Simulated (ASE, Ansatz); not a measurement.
## H-capped Ge nanowire along [001] with a Si core (197 atoms): from recipe to cell

The cell is an input for a DFT calculation. Recipe: round section of size parameter 14.03 Å cut from diamond-structure Ge (a = 5.658 Å) along [001], 1 period, broken bonds capped with H, 12 Å of vacuum, Si core of radius 7.72 Å.

Q: How is this cell built with ASE?

build.py (ASE 3.29.0):

```python
import numpy as np
from ase import Atoms
from ase.build import bulk, make_supercell
from ase.neighborlist import neighbor_list

u = bulk('Ge', 'diamond', a=5.658)
w = make_supercell(u, [[0, 0, 1], [1, -1, 0], [1, 1, -1]])
w.set_cell(w.cell.cellpar(), scale_atoms=True)  # standard orientation
full = w.repeat([15, 15, 1])
d = full.positions - np.array([7.5, 7, 0]) @ w.cell[:]
swap = {'Ge': 'Si'}
for a in full:
    if np.linalg.norm(d[a.index, :2]) < 7.72: a.symbol = swap.get(a.symbol, a.symbol)
keep = np.linalg.norm(d[:, :2], axis=1) < 14.03
# cap broken bonds with H: drop atoms with fewer than two neighbours, then put H along each missing bond
for _ in range(4):
    n = np.bincount(neighbor_list('i', full[keep], 2.82), minlength=keep.sum())
    keep[np.where(keep)[0][n < 2]] = False
i, j, D = neighbor_list('ijD', full, 2.82)
miss = keep[i] & ~keep[j]
bond = {'Ge': 1.53, 'Si': 1.48}
caps = [full.positions[a] + d / np.linalg.norm(d) * bond[full[a].symbol] for a, d in zip(i[miss], D[miss])]
atoms = full[keep] + Atoms('H' * len(caps), caps)
atoms.set_tags([0] * keep.sum() + [1] * len(caps))
atoms.set_cell([1, 1, full.cell[2, 2]]); atoms.center(vacuum=6, axis=(0, 1)); atoms.pbc = True
atoms.rattle(0.02, seed=90107)
atoms.wrap()
atoms.write('structure.xyz')
print(atoms.get_chemical_formula(), len(atoms), 'atoms; cell', atoms.cell.cellpar().round(3))
```

```console
$ python build.py
H52Ge100Si45 197 atoms; cell [38.503 38.503  5.658 90.    90.    90.   ]
```

The cell holds 197 atoms: 100 Ge, 45 Si and 52 H. Cell: a = 38.503 Å, b = 38.503 Å, c = 5.658 Å, α = 90.0°, β = 90.0°, γ = 90.0°. It derives from Ge (diamond-structure) and Si. Regions: wire, 145 atoms (100 Ge and 45 Si); hydrogen, 52 atoms (52 H). Vacuum lies along a and b. The structure repeats along c.

Bonds by pair of elements; cutoffs follow the first minimum of g(r), held within bounds set by covalent radii, and pairs that aren't listed don't count as bonded:

```
pair A-B  cutoff (Å)  bonds  mean length (Å)  spread (Å)  shortest (Å)  B about A  A about B
   Ge-Ge        2.88    160             2.45       0.029          2.36        3.2        3.2
    Ge-H        1.89     52             1.53       0.027          1.47       0.52          1
   Ge-Si        2.88     28             2.44       0.032          2.38       0.28      0.622
   Si-Si        2.93     76             2.45       0.027          2.40       3.38       3.38
```

How many atoms have how many bonded neighbours:

```
element  mean   1    4
     Ge     4   0  100
      H     1  52    0
     Si     4   0   45
```

[Logs are printed without paths, hosts, clocks, repeated set-up lines and the standing remarks that a program may print on its own settings, such as how far it seeks lower states.]

[Hosts, paths, dates, database ids (printed as entryN), source tags and the programs' standing remarks are cut or masked in the printed files.]
